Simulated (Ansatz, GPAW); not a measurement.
**BaCa2As2 (model structure): optical spectrum from first principles**

Wanted: where BaCa2As2 (model structure) starts to absorb, how strongly, and its refractive index. The structure is a model built here, which may or may not match a known phase. It was built so: All Mg replaced by Ca and P replaced by As in the P-3m1 structure of BaMg2P2. The cell is first relaxed with Ansatz.

Main program and level: GPAW 26.7.0; DFT, PBE, plane-wave PAW (GPAW data sets), scalar-relativistic, RPA, optical limit.

### 1. The starting structure

Symmetry: P-3m1, No. 164, trigonal system. The conventional cell has a = 4.895 Å, b = 4.895 Å, c = 8.534 Å, α = 90.00°, β = 90.00°, γ = 120.00°. Nearest to Ba lie 6 As at 3.69 Å. As has 4 Ca at 2.93 to 2.95 Å and 3 Ba at 3.69 Å nearest. Nearest to Ca lie 4 As at 2.93 to 2.95 Å. All Mg replaced by Ca and P replaced by As in the P-3m1 structure of BaMg2P2. Farther neighbours are not listed.

Structure file:

```cif
data_structure
_symmetry_space_group_name_H-M 'P 1'
_symmetry_Int_Tables_number 1
_cell_length_a 4.8948
_cell_length_b 4.8948
_cell_length_c 8.5342
_cell_angle_alpha 90.000
_cell_angle_beta 90.000
_cell_angle_gamma 120.000
_cell_volume 177.07
loop_
_atom_site_label
_atom_site_type_symbol
_atom_site_fract_x
_atom_site_fract_y
_atom_site_fract_z
_atom_site_occupancy
Ba1 Ba 0.00000 0.00000 0.00000 1
As2 As 0.33333 0.66667 0.27875 1
As3 As 0.66667 0.33333 0.72125 1
Ca4 Ca 0.33333 0.66667 0.62186 1
Ca5 Ca 0.66667 0.33333 0.37814 1
```

### 2. Relaxation

The structure was built or cut out here, so it is relaxed before any spectrum is computed.

This step: DFT, PBE, plane-wave PAW, default files, scalar-relativistic, relaxation (Ansatz 0.2.0).

input.yaml reads:

```yaml
crystal:
  lattice:
    - [4.8947606029, 0.0, 0.0]
    - [-2.4473803014, 4.2389870275, 0.0]
    - [0.0, 0.0, 8.53416457]
  atoms:
    - { symbol: Ba, position: [0.0, 0.0, 0.0] }
    - { symbol: As, position: [0.3333333333, 0.6666666667, 0.27875147] }
    - { symbol: As, position: [0.6666666667, 0.3333333333, 0.72124853] }
    - { symbol: Ca, position: [0.3333333333, 0.6666666667, 0.62186273] }
    - { symbol: Ca, position: [0.6666666667, 0.3333333333, 0.37813727] }
kpoints:
  mp_grid: { grid: [5, 5, 3] }
scf:
  occupations: { method: fermi_dirac, width: 0.05 }
hamiltonian:
  xc: pbe
output:
  forces: true
  stress: true
relax:
  f_tol: 0.02
  max_steps: 50
  cell: {}
```

The run is started by

```
> ansatz run input.yaml --threads 1 --pin off --max-ram 4096MiB --backend cpu --events-out ev --progress --plain --runs-dir out
```

Numbers of over 12 decimals in the logs are rounded to 6 here.

Log:

```text
Engine: ansatz 0.2.0, aarch64-unknown-linux-gnu
Pseudopotentials: kind: paw
Pseudopotential: Ba, paw, valence charge 10, recommended cutoff 420 eV (normal), Ba.paw.azcp
Pseudopotential: As, paw, valence charge 15, recommended cutoff 420 eV (normal), As.paw.azcp
Pseudopotential: Ca, paw, valence charge 10, recommended cutoff 420 eV (normal), Ca.paw.azcp
Functional definition: PBE
  parameter kappa = 0.804
  parameter beta = 0.066725
  exchange = pbe_x(kappa = kappa, mu = beta*pi^2/3)
  correlation = pbe_c(beta = beta)
Crystal: 5 atoms, lattice volume = 177.074 Å³
Basis set: ecut = 420 eV, 3467 PW (Γ), exchange–correlation on 72×72×120 points (8 copies of the dense FFT grid, shifted against one another)
Bands: 36, of which v1, the nominal top of the filled ones, is band 30 counted from 1 (29 counted from 0)
Symmetry: 12 space group operations
Space group: P-3m1 (ITA 164), of the structure as read, at distance tolerance 5.6e-5 Å
k-points: 12 of 75
Non-local potential: Ba, projectors of the file, l = 0: 3, l = 1: 2, l = 2: 2, l = 3: 2
Non-local potential: As, projectors of the file, l = 0: 2, l = 1: 2, l = 2: 3, l = 3: 1
Non-local potential: Ca, projectors of the file, l = 0: 3, l = 1: 2, l = 2: 2
PAW form: soft (Blöchl's): semilocal exchange-correlation on the pseudo side does not see the compensation charge
PAW one-centre angular grid: Ba, 194 points (default); XC on 64 Gauss nodes
PAW one-centre angular grid: As, 590 points (default); XC on 64 Gauss nodes
PAW one-centre angular grid: Ca, 110 points (default); XC on 64 Gauss nodes
Initial density: superposition of atomic densities (neutral atoms: chi_scale 0, normalization atom), corrected by the library's trained network
Initial wavefunctions: pseudopotential atomic-orbital guess
Functional: x = pbe(κ = 0.804, μ = 0.219515), c = pbe(β = 0.066725)
SCF iter   1: F=—  HF=-19301.238710 eV  |F-HF|=—  |Δ(HF+E_count)|=         —  Δρ=1.04e-3  dr2=5.66e-3  ethr=1.77e-3  ⟨swp⟩=9.0  Hψ=2098  notcnv=0
preconditioner: auto → Resta (q_TF=auto, 2.278 Å⁻¹)  ε∞=3.4  [insulator: Δε(μ)=1.505 eV  Ē_g=8.454 eV  σ=0.050 eV  W_gap=1.00  n_scr=36 (ndim 8)  ℏωp=13.1 eV  f_vac=0.030  D(μ)=0.00/eV (n_scr^D=0)  ε∞_Penn≈3.4]
SCF iter   2: F=—  HF=-19301.239140 eV  |F-HF|=—  |Δ(HF+E_count)|=   4.30e-4  Δρ=5.72e-4  dr2=1.57e-3  ethr=9.43e-6  ⟨swp⟩=2.0  Hψ=648  notcnv=0  defer=3
SCF iter   3: F=—  HF=-19301.239236 eV  |F-HF|=—  |Δ(HF+E_count)|=   9.59e-5  Δρ=2.01e-4  dr2=3.28e-4  ethr=2.62e-6  ⟨swp⟩=2.1  Hψ=551  notcnv=0  defer=3
SCF iter   4: F=—  HF=-19301.239204 eV  |F-HF|=—  |Δ(HF+E_count)|=   3.13e-5  Δρ=9.48e-5  dr2=3.63e-5  ethr=5.47e-7  ⟨swp⟩=2.9  Hψ=659  notcnv=0  defer=3
SCF iter   5: F=—  HF=-19301.239156 eV  |F-HF|=—  |Δ(HF+E_count)|=   4.86e-5  Δρ=4.34e-5  dr2=9.26e-6  ethr=6.06e-8  ⟨swp⟩=3.0  Hψ=757  notcnv=0  defer=3
SCF iter   6: F=—  HF=-19301.239158 eV  |F-HF|=—  |Δ(HF+E_count)|=   2.50e-6  Δρ=1.19e-5  dr2=6.32e-7  ethr=1.54e-8  ⟨swp⟩=2.0  Hψ=513  notcnv=0  defer=3
SCF iter   7: F=-19301.239159 eV  HF=-19301.239159 eV  |F-HF|=2.00e-8  |Δ(HF+E_count)|=   4.44e-7  Δρ=3.30e-6  dr2=4.63e-8  ethr=1.67e-10  ⟨swp⟩=3.2  Hψ=1810  notcnv=0
SCF 1 converged in 7 iterations: F = -19301.239159 eV  dr2 = 4.63e-8
  greatest PAW one-centre occupation: 0.999 electrons in one spin orbital (limit 2), on the As atom at site 2 (counted from 0), in its partial waves of l = 2
relax step   1: F+E_penalty+E_count = -19301.23915886 eV  Δ(F+E_penalty+E_count) = +0.000e0 eV  max|allowed force component| = 7.345e-1 eV/Å  Δτ_max = 0.0000 Å  P = -1.019 GPa  Ω = 177.074 Å³  (7 SCF iters, dr2 threshold 1.00e-7 eV, accepted)
Crystal: 5 atoms, lattice volume = 170.788 Å³
Basis set: ecut = 420 eV, 3369 PW (Γ), exchange–correlation on 72×72×120 points (8 copies of the dense FFT grid, shifted against one another)
Initial density: handed on by an earlier stage of this run
Initial wavefunctions: those handed on with the density
iter 1 solved again at ethr=4.28e-4 eV; its pass at ethr=3.10e-3 eV (dr2=2.57e-1 eV) is discarded
SCF iter   1: F=—  HF=-19301.555432 eV  |F-HF|=—  |Δ(HF+E_count)|=         —  Δρ=1.17e-2  dr2=2.57e-1  ethr=4.28e-4  ⟨swp⟩=1.7  Hψ=2565  notcnv=0
preconditioner: auto → Resta (q_TF=auto, 2.292 Å⁻¹)  ε∞=3.5  [insulator: Δε(μ)=1.489 eV  Ē_g=8.439 eV  σ=0.050 eV  W_gap=1.00  n_scr=34 (ndim 8)  ℏωp=13.3 eV  f_vac=0.025  D(μ)=0.00/eV (n_scr^D=0)  ε∞_Penn≈3.5]
SCF iter   2: F=—  HF=-19301.491315 eV  |F-HF|=—  |Δ(HF+E_count)|=   6.41e-2  Δρ=5.47e-3  dr2=3.88e-2  ethr=4.28e-4  ⟨swp⟩=3.3  Hψ=715  notcnv=0
SCF iter   3: F=—  HF=-19301.480770 eV  |F-HF|=—  |Δ(HF+E_count)|=   1.05e-2  Δρ=9.23e-4  dr2=1.49e-3  ethr=6.47e-5  ⟨swp⟩=2.6  Hψ=856  notcnv=0  defer=2
SCF iter   4: F=—  HF=-19301.480982 eV  |F-HF|=—  |Δ(HF+E_count)|=   2.12e-4  Δρ=3.31e-4  dr2=1.30e-4  ethr=2.48e-6  ⟨swp⟩=2.0  Hψ=782  notcnv=0  defer=2
SCF iter   5: F=—  HF=-19301.481081 eV  |F-HF|=—  |Δ(HF+E_count)|=   9.86e-5  Δρ=1.07e-4  dr2=3.43e-5  ethr=2.16e-7  ⟨swp⟩=2.1  Hψ=774  notcnv=0  defer=2
SCF iter   6: F=—  HF=-19301.481082 eV  |F-HF|=—  |Δ(HF+E_count)|=   1.18e-6  Δρ=4.32e-5  dr2=5.18e-6  ethr=5.72e-8  ⟨swp⟩=2.2  Hψ=770  notcnv=0  defer=2
SCF iter   7: F=—  HF=-19301.481088 eV  |F-HF|=—  |Δ(HF+E_count)|=   6.31e-6  Δρ=1.50e-5  dr2=6.25e-7  ethr=8.63e-9  ⟨swp⟩=2.0  Hψ=784  notcnv=0  defer=2
SCF iter   8: F=-19301.481089 eV  HF=-19301.481089 eV  |F-HF|=2.57e-9  |Δ(HF+E_count)|=   4.02e-7  Δρ=2.65e-6  dr2=2.01e-8  ethr=8.33e-10  ⟨swp⟩=5.1  Hψ=1759  notcnv=0
SCF 2 converged in 8 iterations: F = -19301.481089 eV  dr2 = 2.01e-8
relax step   2: F+E_penalty+E_count = -19301.48108886 eV  Δ(F+E_penalty+E_count) = -2.419e-1 eV  max|allowed force component| = 1.108e-1 eV/Å  Δτ_max = 0.1934 Å  P = -0.913 GPa  Ω = 170.788 Å³  energy of the carried Pulay correction = +3.009e-4 eV  (8 SCF iters, dr2 threshold 5.00e-7 eV, accepted)
Crystal: 5 atoms, lattice volume = 166.948 Å³
Basis set: ecut = 420 eV, 3297 PW (Γ), exchange–correlation on 72×72×120 points (8 copies of the dense FFT grid, shifted against one another)
iter 1 solved again at ethr=2.64e-5 eV; its pass at ethr=3.10e-3 eV (dr2=1.58e-2 eV) is discarded
SCF iter   1: F=—  HF=-19301.502211 eV  |F-HF|=—  |Δ(HF+E_count)|=         —  Δρ=1.93e-3  dr2=1.61e-2  ethr=2.64e-5  ⟨swp⟩=2.1  Hψ=2681  notcnv=0
preconditioner: auto → Resta (q_TF=auto, 2.300 Å⁻¹)  ε∞=3.6  [insulator: Δε(μ)=1.512 eV  Ē_g=8.415 eV  σ=0.050 eV  W_gap=1.00  n_scr=34 (ndim 8)  ℏωp=13.5 eV  f_vac=0.022  D(μ)=0.00/eV (n_scr^D=0)  ε∞_Penn≈3.6]
SCF iter   2: F=—  HF=-19301.499027 eV  |F-HF|=—  |Δ(HF+E_count)|=   3.18e-3  Δρ=8.32e-4  dr2=1.20e-3  ethr=2.64e-5  ⟨swp⟩=2.0  Hψ=661  notcnv=0
SCF iter   3: F=—  HF=-19301.498966 eV  |F-HF|=—  |Δ(HF+E_count)|=   6.14e-5  Δρ=3.48e-4  dr2=1.88e-4  ethr=2.00e-6  ⟨swp⟩=2.0  Hψ=714  notcnv=0
SCF iter   4: F=—  HF=-19301.498969 eV  |F-HF|=—  |Δ(HF+E_count)|=   3.36e-6  Δρ=7.03e-5  dr2=1.69e-5  ethr=3.13e-7  ⟨swp⟩=2.1  Hψ=763  notcnv=0
SCF iter   5: F=—  HF=-19301.498975 eV  |F-HF|=—  |Δ(HF+E_count)|=   5.60e-6  Δρ=3.32e-5  dr2=3.46e-6  ethr=2.82e-8  ⟨swp⟩=2.0  Hψ=782  notcnv=0
SCF iter   6: F=—  HF=-19301.498976 eV  |F-HF|=—  |Δ(HF+E_count)|=   1.46e-6  Δρ=1.42e-5  dr2=6.81e-7  ethr=5.77e-9  ⟨swp⟩=2.0  Hψ=775  notcnv=0
SCF iter   7: F=-19301.498977 eV  HF=-19301.498977 eV  |F-HF|=1.96e-8  |Δ(HF+E_count)|=   4.47e-7  Δρ=3.45e-6  dr2=2.17e-8  ethr=8.33e-10  ⟨swp⟩=5.2  Hψ=1858  notcnv=0
SCF 3 converged in 7 iterations: F = -19301.498977 eV  dr2 = 2.17e-8
relax step   3: F+E_penalty+E_count = -19301.49897659 eV  Δ(F+E_penalty+E_count) = -1.789e-2 eV  max|allowed force component| = 2.692e-2 eV/Å  Δτ_max = 0.0374 Å  P = -0.155 GPa  Ω = 166.948 Å³  energy of the carried Pulay correction = +4.902e-4 eV  (7 SCF iters, dr2 threshold 5.00e-7 eV, accepted)
[...]
relax step   4: F+E_penalty+E_count = -19301.49961250 eV  Δ(F+E_penalty+E_count) = -6.359e-4 eV  max|allowed force component| = 1.328e-2 eV/Å  Δτ_max = 0.0035 Å  P = +0.014 GPa  Ω = 166.133 Å³  energy of the carried Pulay correction = +5.309e-4 eV  (5 SCF iters, dr2 threshold 1.64e-7 eV, accepted)
[...]
relax step   5: F+E_penalty+E_count = -19301.49916782 eV  Δ(F+E_penalty+E_count) = +4.447e-4 eV  max|allowed force component| = 1.332e-2 eV/Å  Δτ_max = 0.0000 Å  P = +0.012 GPa  Ω = 166.133 Å³  stress off target by 5.10e-2 GPa  SCF on the basis re-selected at this cell (its energy is not comparable with the rows above)  (6 SCF iters)
[...]
relax step   6: F+E_penalty+E_count = -19301.49926893 eV  Δ(F+E_penalty+E_count) = -1.011e-4 eV  max|allowed force component| = 2.549e-3 eV/Å  Δτ_max = 0.0023 Å  P = +0.005 GPa  Ω = 166.176 Å³  energy of the carried Pulay correction = -2.110e-6 eV  (5 SCF iters, dr2 threshold 6.49e-9 eV, accepted)
iter 1 solved again at ethr=2.81e-7 eV; its pass at ethr=3.10e-3 eV (dr2=1.69e-4 eV) is discarded
SCF iter   1: F=—  HF=-19301.499249 eV  |F-HF|=—  |Δ(HF+E_count)|=         —  Δρ=2.35e-6  dr2=3.99e-9  ethr=2.81e-7  ⟨swp⟩=3.0  Hψ=3379  notcnv=0
eigensolver tolerance schedule: the retry pair's looser diagonalisation over-reported the residual by 42369.61 of it (diagonalisation noise at an unbounded share of the residual, at the tolerance the schedule requests for it); recorded, not acted on — ethr = c·dr2/N_el stays at c = 1.0e-1
preconditioner: auto → Resta (q_TF=auto, 2.302 Å⁻¹)  ε∞=3.6  [insulator: Δε(μ)=1.544 eV  Ē_g=8.420 eV  σ=0.050 eV  W_gap=1.00  n_scr=34 (ndim 8)  ℏωp=13.5 eV  f_vac=0.024  D(μ)=0.00/eV (n_scr^D=0)  ε∞_Penn≈3.6]
SCF iter   2: F=—  HF=-19301.499267 eV  |F-HF|=—  |Δ(HF+E_count)|=   1.83e-5  Δρ=1.25e-6  dr2=1.38e-9  ethr=6.64e-12  ⟨swp⟩=3.0  Hψ=1147  notcnv=0
SCF iter   3: F=—  HF=-19301.499267 eV  |F-HF|=—  |Δ(HF+E_count)|=   3.25e-8  Δρ=6.29e-7  dr2=5.39e-10  ethr=2.30e-12  ⟨swp⟩=2.0  Hψ=475  notcnv=0
SCF iter   4: F=-19301.499267 eV  HF=-19301.499267 eV  |F-HF|=4.11e-10  |Δ(HF+E_count)|=   7.49e-9  Δρ=1.58e-7  dr2=1.97e-11  ethr=1.00e-12  ⟨swp⟩=4.0  Hψ=1782  notcnv=0
SCF 7 converged in 4 iterations: F = -19301.499267 eV  dr2 = 1.97e-11
relax step   7: F+E_penalty+E_count = -19301.49926747 eV  Δ(F+E_penalty+E_count) = +1.468e-6 eV  max|allowed force component| = 2.543e-3 eV/Å  Δτ_max = 0.0000 Å  P = +0.005 GPa  Ω = 166.176 Å³  stress off target by 1.55e-2 GPa  SCF on the basis re-selected at this cell (its energy is not comparable with the rows above)  (4 SCF iters)
basis re-selected at this cell: Δ(F+E_penalty+E_count) = +1.468e-6 eV, ΔP = +0.000 GPa vs the last step (what re-selecting the basis moved, of the pressure what is left beyond the Pulay correction that the steps carried, after the strain that the cell walked since its last selection, with what the two solves' SCF thresholds leave and, on support functions, any second-order correction that the steps lacked; it is no m [...]
SCF converged after 4 iterations
Free energy (F): -19301.499267 eV
Harris-Foulkes:  -19301.499267 eV  (|F-HF|=4.11e-10)
Internal energy: -19301.499267 eV  (E = F + TS)
E sigma→0 (E₀):  -19301.499267 eV
Entropy (-TS):   -0.000000 eV (-0.000 meV/atom)
Fermi energy:    6.865917 eV
--- Per-component energies (eV) ---
  E_band       = -883.280841
  E_kinetic    = 931.396367
  E_local      = -6263.218998  (includes V_loc(G=0)·N_el)
  E_nonlocal   = -1156.949630
  E_hartree    = 2972.753100
  E_xc         = -602.134122
  E_vxc        = -638.043376  (∫ρ·V_xc dr)
  E_paw        = -10613.526982  (= ΣΔE_a)
  E_vpaw       = 298.028657  (= ΣTr[D̂ρ^β])
  E_aug_tail   = 0.000001  (compensation charges beyond the density's cutoff)
  E_ewald      = -4569.819003
  E_smearing   = -0.000000  (= −TS)
  E_closure    = 0.000000  (closes the sum)
  Σ components = -19301.499267   (vs F -19301.499267, Δ=0.00e0)
--- Forces (eV/Å), atoms counted from 1 ---
  atom   1  Ba     0.00000000    -0.00000000     0.00000000
  atom   2  As    -0.00000000     0.00000000     0.00161835
  atom   3  As     0.00000000    -0.00000000    -0.00161835
  atom   4  Ca     0.00000000     0.00000000    -0.00254313
  atom   5  Ca    -0.00000000    -0.00000000     0.00254313
  max |Σ_I F_I| component: 1.85e-17 eV/Å
--- Stress (GPa, compression-positive) ---
        0.015466       0.000000       0.000000
        0.000000       0.015466      -0.000000
        0.000000      -0.000000      -0.015523
  P = ⅓ Tr σ = 0.0051 GPa (0.051 kbar)
--- Relaxed structure (5 steps of the walk, 5 accepted, 2 SCFs on fresh bases) ---
  F+E_penalty+E_count = -19301.49926747 eV   max|allowed force component| = 2.543e-3 eV/Å   (the final SCF, on the basis selected at the relaxed cell)
  cell:  # Å, volume = 166.1764 Å³
    - [4.889808, -2.8838252486223378e-11, 0]
    - [-2.444904, 4.234698, 0]
    - [0, 0, 8.025184]
  atoms:
    - { symbol: Ba, position: [0, 0, 0] }
    - { symbol: As, position: [0.333333, 0.666667, 0.255671] }
    - { symbol: As, position: [0.666667, 0.333333, 0.744329] }
    - { symbol: Ca, position: [0.333333, 0.666667, 0.637707] }
    - { symbol: Ca, position: [0.666667, 0.333333, 0.362293] }
```

Wall time 30 s (1 thread of Arm Neoverse V1, shared host); peak memory 0.45 GiB.

The steps of the relaxation:

```tsv
step	energy less that of the first step (eV)	largest force component (eV/Å)	pressure (GPa)	volume (Å³)
1	0.0000	0.7345	-1.02	177.07
2	-0.2419	0.1108	-0.91	170.79
3	-0.2598	0.0269	-0.15	166.95
4	-0.2605	0.0133	0.01	166.13
5*	-0.2600	0.0133	0.01	166.13
6	-0.2601	0.0025	0.01	166.18
7*	-0.2601	0.0025	0.01	166.18
```

Relaxation steps marked * repeat the geometry before them on a plane-wave basis chosen anew for their cell, so energy and pressure can jump there.

The run keeps the 12 symmetry operations that it works with, so distortions that break them were not tested.

```tsv
conventional cell, symmetrised	before	after	change
a (Å)	4.895	4.890	-0.1 %
b (Å)	4.895	4.890	-0.1 %
c (Å)	8.534	8.025	-6.0 %
volume (Å³/atom)	35.41	33.24	-6.2 %
```

The atoms that moved most (Å, as changes of fractional coordinates times the final cell):

```tsv
atom	dx	dy	dz	length
As2	0.000	0.000	-0.185	0.185
As3	0.000	0.000	0.185	0.185
Ca5	0.000	0.000	-0.127	0.127
Ca4	0.000	0.000	0.127	0.127
```

Final coordinates:

```cif
data_structure
_symmetry_space_group_name_H-M 'P 1'
_symmetry_Int_Tables_number 1
_cell_length_a 4.8898
_cell_length_b 4.8898
_cell_length_c 8.0252
_cell_angle_alpha 90.000
_cell_angle_beta 90.000
_cell_angle_gamma 120.000
_cell_volume 166.18
loop_
_atom_site_label
_atom_site_type_symbol
_atom_site_fract_x
_atom_site_fract_y
_atom_site_fract_z
_atom_site_occupancy
Ba1 Ba 0.00000 0.00000 0.00000 1
As2 As 0.33333 0.66667 0.25567 1
As3 As 0.66667 0.33333 0.74433 1
Ca4 Ca 0.33333 0.66667 0.63771 1
Ca5 Ca 0.66667 0.33333 0.36229 1
```

The relaxation ends with a largest force component of 0.0025 eV/Å and a pressure of 0.01 GPa.

[end of part 1 of 3]

[Machine, clock and banner lines and Python warnings are left out of the logs.]

[Logs are printed without paths, hosts, clocks, repeated set-up lines and the standing remarks that a program may print on its own settings, such as how far it seeks lower states.]

[Hosts, paths, dates, database ids (printed as entryN), source tags and the programs' standing remarks are cut or masked in the printed files.]
